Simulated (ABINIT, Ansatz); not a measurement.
## La2O3 (P-3m1): one start, several treatments of the self-energy

Wanted: the gap of La2O3 (P-3m1) under several approximations, with cost.

Calculated with ABINIT 10.8.3; PBE and many-body steps on it, plane waves.

This is a report of a sequence of runs, with most program output left out.

### Step 1. The structure

The structure is trigonal, space group P-3m1 (No. 164). The conventional cell has a = 3.931 Å, b = 3.931 Å, c = 6.112 Å, α = 90.00°, β = 90.00°, γ = 120.00°. La has 7 O at 2.36 to 2.72 Å nearest. Nearest to O lie 4 La at 2.36 to 2.44 Å. O has 6 La at 2.72 Å nearest. Farther neighbours and most contacts between anions are not listed.

Structure file:

```cif
data_structure
_symmetry_space_group_name_H-M 'P-3m1'
_symmetry_Int_Tables_number 164
_cell_length_a 3.9308
_cell_length_b 3.9308
_cell_length_c 6.1120
_cell_angle_alpha 90.000
_cell_angle_beta 90.000
_cell_angle_gamma 120.000
_cell_volume 81.78
loop_
_atom_site_label
_atom_site_type_symbol
_atom_site_symmetry_multiplicity
_atom_site_Wyckoff_symbol
_atom_site_fract_x
_atom_site_fract_y
_atom_site_fract_z
_atom_site_occupancy
La1 La 2 d 0.66667 0.33333 0.75376 1
O1 O 2 d 0.66667 0.33333 0.35411 1
O2 O 1 a 0.00000 0.00000 0.00000 1
```

The cell and positions are those that the Materials Project relaxed with its own functionals (PBE, PBE+U or r2SCAN), kept fixed. Spin-orbit coupling is left out unless a step names it.

### Step 2. Empty states on the mesh, 3×3×2 mesh, 471 bands

This step: ABINIT 10.8.3; DFT, PBE, plane waves, norm-conserving pseudopotentials.

The sums over transitions need many empty states on a uniform mesh; this step solves for them.

Contents of run.abi:

```
acell 3*1.0 Angstrom
rprim 
  3.930777878010 -0.000000000002 0.000000000000
  -1.965388939003 3.404153498992 0.000000000000
  0.000000000000 0.000000000000 6.111953520000
ntypat 2
znucl 57 8
natom 5
typat 1 1 2 2 2
xred 
  0.666666666667 0.333333333333 0.753764320000
  0.333333333333 0.666666666667 0.246235680000
  0.666666666667 0.333333333333 0.354109350000
  0.333333333333 0.666666666667 0.645890650000
  -0.000000000000 -0.000000000000 0.000000000000
pp_dirpath "pseudos"
pseudos "La.upf, O.upf"
ecut 50
ngkpt 3 3 2
nshiftk 1
shiftk 0 0 0
kptopt 1
chksymbreak 0
iscf -2
irdden 1
istwfk *1
nband 471
nbdbuf 42
tolwfr 1e-09
nstep 60
prtvol 0
indata_prefix "in"
outdata_prefix "out"
tmpdata_prefix "tmp"
```

Command:

```console
$ OMP_NUM_THREADS=1 mpirun -n 6 abinit run.abi > log
```

Run time: 4 min. Hardware: 6 MPI ranks of AMD EPYC 9R45, shared host; peak memory 1 GiB; 24 min of CPU time.

This step gave:

```yaml
gap: 3.940 eV
k_of_the_valence_top: 0.3333, 0, 0.5
k_of_the_conduction_bottom: 0.3333, 0.3333, 0
least_direct_gap: 3.982 eV
k_points_computed: 6
lowest_point_of_the_top_converged_band_above_the_valence_top: 154.9610 eV
```

On this mesh the gap is 3.940 eV.

The density comes from a self-consistent run that is not shown.

### Step 3. Screening, 3×3×2 mesh, 186 bands, screening to 176.9 eV

The RPA dielectric matrix is built and inverted for each q.

This step: RPA screening on PBE, plane waves, norm-conserving pseudopotentials.

run.abi, as its differences from that of step 2:

```diff
@@ -23,10 +23,11 @@
 chksymbreak 0
-iscf -2
-irdden 1
 istwfk *1
-nband 471
-nbdbuf 42
-tolwfr 1e-09
-nstep 60
-prtvol 0
+occopt 1
+irdwfk 1
+optdriver 3
+nband 186
+ecuteps 6.5
+inclvkb 2
+awtr 1
+symchi 1
 indata_prefix "in"
```

Command:

```console
$ OMP_NUM_THREADS=1 mpirun -n 8 abinit run.abi > log
```

Run time: 19 s. Hardware: 8 MPI ranks; peak memory 2.6 GiB.

This step gave:

```
ε∞ with local fields, on this mesh, along the program's q direction : 4.558
the same without local fields                                       : 4.954
plasma frequency                                                    : 25.97 eV
plane waves in the screening matrix                                 : 439
```

Local fields lower ε∞ by 8 %. On a Γ-centred mesh this coarse the value itself is usually too large, while a short band sum pulls it down.

### Step 4. G0W0, Godby-Needs plasmon pole

The self-energy is evaluated for the states that the input lists, and the levels follow from it, in one-shot runs by the linearised quasiparticle equation.

This step: G0W0 on PBE, plane waves, norm-conserving pseudopotentials.

run.abi, as its differences from that of step 3:

```diff
@@ -26,8 +26,19 @@
 irdwfk 1
-optdriver 3
+optdriver 4
 nband 186
+gwcalctyp 0
+ecutsigx 50
+symsigma 1
+nkptgw 3
+kptgw 
+  0.3333333333 0.0000000000 0.5000000000
+  0.3333333333 0.3333333333 0.0000000000
+  0.0000000000 0.0000000000 0.0000000000
+bdgw 
+  19 22
+  19 23
+  18 23
 ecuteps 6.5
-inclvkb 2
-awtr 1
-symchi 1
+irdscr 1
+ppmodel 1
 indata_prefix "in"
```

It took 18 s on 8 MPI ranks; peak memory 2.3 GiB.

This step gave:

- G0W0 gap on the points computed: 5.084 eV
- starting gap on the mesh: 3.940 eV
- k of the valence top: 0.3333, 0, 0.5
- k of the conduction bottom: 0.3333, 0.3333, 0
- Z at the valence top: 0.771
- Z at the conduction bottom: 0.827
- least direct G0W0 gap on the computed points: 5.144 eV

The gap on the mesh goes from 3.94 eV to 5.08 eV, a correction of +1.14 eV.

### Step 5. G0W0, Hybertsen-Louie plasmon pole

run.abi, as its differences from that of step 4:

```diff
@@ -42,3 +42,3 @@
 irdscr 1
-ppmodel 1
+ppmodel 2
 indata_prefix "in"
```

The job ended after 18 s (8 MPI ranks; peak memory 2.2 GiB; 2.4 min of CPU time).

Numbers from this step:

* G0W0 gap on the points computed: 5.38 eV
* starting gap on the mesh: 3.940 eV
* k of the valence top: 0.3333, 0.3333, 0
* k of the conduction bottom: 0.3333, 0.3333, 0
* Z at the valence top: 0.831
* Z at the conduction bottom: 0.859
* least direct G0W0 gap on the computed points: 5.38 eV

Against G0W0 in ABINIT (3×3×2 mesh, 186 bands, screening to 176.9 eV, Godby-Needs plasmon pole), the gap moves by +0.296 eV.

### Step 6. G0W0, von der Linden-Horsch plasmon pole

run.abi, as its differences from that of step 5:

```diff
@@ -42,3 +42,3 @@
 irdscr 1
-ppmodel 2
+ppmodel 3
 indata_prefix "in"
```

The job ended after 7.8 s (8 MPI ranks; peak memory 2.1 GiB; 60 s of CPU time).

Numbers from this step:

| Property | Result |
| --- | --- |
| G0W0 gap on the points computed | 5.137 eV |
| starting gap on the mesh | 3.940 eV |
| k of the valence top | 0.3333, 0, 0.5 |
| k of the conduction bottom | 0.3333, 0.3333, 0 |
| least direct G0W0 gap on the computed points | 5.171 eV |

Against G0W0 in ABINIT (3×3×2 mesh, 186 bands, screening to 176.9 eV, Godby-Needs plasmon pole), the gap moves by +0.053 eV.

### Step 7. One-shot Hartree-Fock

This step: one-shot Hartree-Fock on PBE, plane waves, norm-conserving pseudopotentials.

run.abi, as its differences from that of step 6:

```diff
@@ -27,4 +27,4 @@
 optdriver 4
-nband 186
-gwcalctyp 0
+nband 24
+gwcalctyp 5
 ecutsigx 50
@@ -40,5 +40,4 @@
   18 23
-ecuteps 6.5
-irdscr 1
-ppmodel 3
+ixc_sigma 40
+fftgw 31
 indata_prefix "in"
```

Elapsed: 2.7 s, on 8 MPI ranks; peak memory 0.22 GiB.

Numbers from this step:

| Item | Value |
| --- | --- |
| quasiparticle gap on the points computed | 13.84 eV |
| starting gap on the mesh | 3.940 eV |
| k of the valence top | 0.3333, 0.3333, 0 |
| k of the conduction bottom | 0.3333, 0.3333, 0 |
| least direct quasiparticle gap on the computed points | 13.84 eV |

Against G0W0 in ABINIT (3×3×2 mesh, 186 bands, screening to 176.9 eV, Godby-Needs plasmon pole), the gap moves by +8.754 eV.

### Step 8. Screening, 3×3×2 mesh, 186 bands, screening to 176.9 eV

This step: RPA screening on PBE, plane waves, norm-conserving pseudopotentials.

run.abi, as its differences from that of step 7:

```diff
@@ -26,18 +26,14 @@
 irdwfk 1
-optdriver 4
-nband 24
-gwcalctyp 5
-ecutsigx 50
-symsigma 1
-nkptgw 3
-kptgw 
-  0.3333333333 0.0000000000 0.5000000000
-  0.3333333333 0.3333333333 0.0000000000
-  0.0000000000 0.0000000000 0.0000000000
-bdgw 
-  19 22
-  19 23
-  18 23
-ixc_sigma 40
-fftgw 31
+optdriver 3
+nband 186
+ecuteps 6.5
+inclvkb 2
+awtr 1
+symchi 1
+gwcalctyp 2
+nfreqre 16
+freqremax 40 eV
+nfreqim 8
+spmeth 1
+nomegasf 120
 indata_prefix "in"
```

It took 35 s on 8 MPI ranks; peak memory 4.1 GiB.

Numbers from this step:

```yaml
eps_infinity_with_local_fields_on_this_mesh_along_the_program_s_q_direction: 4.576
the_same_without_local_fields: 4.974
plasma_frequency: 25.97 eV
plane_waves_in_the_screening_matrix: 439
```

### Step 9. G0W0, contour deformation

This step: G0W0 on PBE, plane waves, norm-conserving pseudopotentials.

run.abi, as its differences from that of step 8:

```diff
@@ -26,14 +26,19 @@
 irdwfk 1
-optdriver 3
+optdriver 4
 nband 186
+gwcalctyp 2
+ecutsigx 50
+symsigma 1
+nkptgw 3
+kptgw 
+  0.3333333333 0.0000000000 0.5000000000
+  0.3333333333 0.3333333333 0.0000000000
+  0.0000000000 0.0000000000 0.0000000000
+bdgw 
+  19 22
+  19 23
+  18 23
 ecuteps 6.5
-inclvkb 2
-awtr 1
-symchi 1
-gwcalctyp 2
-nfreqre 16
-freqremax 40 eV
-nfreqim 8
-spmeth 1
-nomegasf 120
+irdscr 1
+gwmem 01
 indata_prefix "in"
```

Elapsed: 12 s, on 8 MPI ranks; peak memory 2.3 GiB.

Numbers from this step:

```
G0W0 gap on the points computed              : 5.125 eV
starting gap on the mesh                     : 3.940 eV
k of the valence top                         : 0.3333, 0, 0.5
k of the conduction bottom                   : 0.3333, 0.3333, 0
least direct G0W0 gap on the computed points : 5.193 eV
```

Against G0W0 in ABINIT (3×3×2 mesh, 186 bands, screening to 176.9 eV, Godby-Needs plasmon pole), the gap moves by +0.041 eV.

### Step 10. Side by side

Times are wall times on 8 MPI ranks of AMD EPYC 9R45, shared host, good to a factor of about two. A run's time includes the screening step that it read.

| run | mesh | bands | screening cutoff (eV) | DFT gap (eV) | gap on the mesh (eV) | direct (eV) | ε∞ used | time |
| --- | --- | --- | --- | --- | --- | --- | --- | --- |
| G0W0, Godby-Needs plasmon pole | 3×3×2 | 186 | 176.9 | 3.940 | 5.084 | 5.144 | 4.56 | 37 s |
| G0W0, Hybertsen-Louie plasmon pole | 3×3×2 | 186 | 176.9 | 3.940 | 5.380 | 5.380 | 4.56 | 37 s |
| G0W0, von der Linden-Horsch plasmon pole | 3×3×2 | 186 | 176.9 | 3.940 | 5.137 | 5.171 | 4.56 | 27 s |
| one-shot Hartree-Fock | 3×3×2 | - | - | 3.940 | 13.838 | 13.838 | - | 2.7 s |
| G0W0, contour deformation | 3×3×2 | 186 | 176.9 | 3.940 | 5.125 | 5.193 | 4.58 | 48 s |

### Step 11. What came out

| Quantity | Value |
| --- | --- |
| G0W0, Godby-Needs plasmon pole | 5.084 eV |
| G0W0, Hybertsen-Louie plasmon pole | 5.380 eV |
| G0W0, von der Linden-Horsch plasmon pole | 5.137 eV |
| one-shot Hartree-Fock | 13.838 eV |
| G0W0, contour deformation | 5.125 eV |
| known limits | not at the basis limit; no spin-orbit coupling; coarse k mesh |

In words: G0W0, Hybertsen-Louie plasmon pole: +0.296 eV against G0W0, Godby-Needs plasmon pole. G0W0, von der Linden-Horsch plasmon pole: +0.053 eV against G0W0, Godby-Needs plasmon pole. One-shot Hartree-Fock: +8.754 eV against G0W0, Godby-Needs plasmon pole. G0W0, contour deformation: +0.041 eV against G0W0, Godby-Needs plasmon pole. Bare exchange alone opens the gap to 13.84 eV; against G0W0, correlation takes back 8.75 eV. Bands and cutoff are finite, so the gap is not at the basis limit. The miss can reach some tenths of an eV and take either sign; the mesh is an error of its own. In the G0W0 runs levels were corrected at 3 k points alone, so a gap called «on the mesh» is the least over those, and an edge elsewhere would be missed. A denser mesh or path gives a starting gap of 3.85 eV: the GW mesh misses a band edge, so its gaps are not the fundamental one. The 3×3×2 mesh is coarse for this cell, which bears on the long-range parts of exchange and screening. The many-body steps are scalar-relativistic: spin-orbit coupling is not in them.

[Paths, hosts, dates, memory and timing lines, banners, echoed tables and standing remarks are left out of the program output.]

[Logs are printed without paths, hosts, clocks, repeated set-up lines and the standing remarks that a program may print on its own settings, such as how far it seeks lower states.]

[Runs of the session that timed out or met a known fault of the program may be left out.]

[Hosts, paths, dates, database ids (printed as entryN), source tags and the programs' standing remarks are cut or masked in the printed files.]

[G0W0 gaps are taken among the corrected bands and points alone; a level outside them can change the order at an edge.]

[Where Ansatz stands beside ABINIT at settings called matched, ABINIT's density can come from a denser mesh and the files from another edition; pairs whose starting gaps differed by over 0.03 eV were left out, so agreement reads better than it is.]
